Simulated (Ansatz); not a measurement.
## Na on Ti(0001): change of the work function: the clean slab

Ansatz 0.2.0; plane-wave DFT, PBE, Ansatz PAW.

input.yaml reads:

```yaml
crystal:
  lattice:
    - [2.95, 0.0, 0.0]
    - [1.475, 2.5547749412, 0.0]
    - [0.0, 0.0, 25.0269]
  atoms:
    - { symbol: Ti, position: [0.6666666667, 0.6666666667, 0.3596130564] }
    - { symbol: Ti, position: [0.0, 0.0, 0.4532043521] }
    - { symbol: Ti, position: [0.6666666667, 0.6666666667, 0.5467956479] }
    - { symbol: Ti, position: [0.0, 0.0, 0.6403869436] }
kpoints:
  mp_grid: { grid: [12, 12, 1] }
hamiltonian:
  xc: pbe
scf:
  occupations: { method: fermi_dirac, width: 0.1 }
  convergence: { dr2_threshold: 1.0e-08 }
efield:
  axis: 3
  dipole_correction: true
  ramp_position: 0.97
  ramp_width: 0.06
relax:
  f_tol: 0.02
  max_steps: 60
  constraints: [{ sites: [0, 1] }]
output:
  write_potential: true
  write_density: true
  volumetric_format: npy
```

On the command line:

```bash
ansatz run input.yaml --threads 2 --pin off --max-ram 3072MiB --backend cpu --events-out ev --progress --plain --runs-dir out
```

Q: Predict the work function, upper face; work function, lower face; and electron's electrostatic potential energy less the Fermi level against z.

In the vacuum the potential turns flat, and its height over the Fermi level, 4.42 eV, is the work function of the face beside that plateau.

The run keeps the 6 symmetry operations that it works with, so distortions that break them were not tested.

Relaxation path:

| step | energy less that of the first step (eV) | largest force component (eV/Å) |
| --- | --- | --- |
| 1 | 0.0000 | 0.6136 |
| 2 | -0.0393 | 0.4318 |
| 3 | -0.0561 | 0.0119 |

The atoms that moved most (Å):

| atom | dx | dy | dz | length |
| --- | --- | --- | --- | --- |
| Ti4 | 0.000 | 0.000 | -0.106 | 0.106 |
| Ti3 | 0.000 | 0.000 | 0.068 | 0.068 |

This step gave:

* work function, upper face: 4.373 eV
* work function, lower face: 4.423 eV
* dipole along the normal: 0.002103 e·Å
* step between the vacuum levels: -0.05049 eV

Running mean over 2.342 Å of the planar mean; the ramp of the sawtooth is left out. The electron's electrostatic potential energy less the Fermi level by z:

| z (Å) | electron's electrostatic potential energy less the Fermi level (eV) |
| --- | --- |
| 4 | 4.42 |
| 5 | 4.40 |
| 6 | 4.24 |
| 7 | 2.89 |
| 8 | -3.13 |
| 9 | -6.74 |
| 10 | -6.59 |
| 11 | -6.58 |
| 12 | -6.38 |
| 13 | -6.32 |
| 14 | -6.94 |
| 15 | -7.68 |
| 16 | -6.81 |
| 17 | -2.61 |
| 18 | 3.07 |
| 19 | 4.22 |
| 20 | 4.36 |
| 21 | 4.37 |

[Logs are printed without paths, hosts, clocks, repeated set-up lines and the standing remarks that a program may print on its own settings, such as how far it seeks lower states.]

[Hosts, paths, dates, database ids (printed as entryN), source tags and the programs' standing remarks are cut or masked in the printed files.]

[Maps of the electrostatic potential energy from Ansatz leave out the sawtooth potential of an applied field or a dipole correction, so their vacuum need not be flat; planar profiles and work functions include it.]
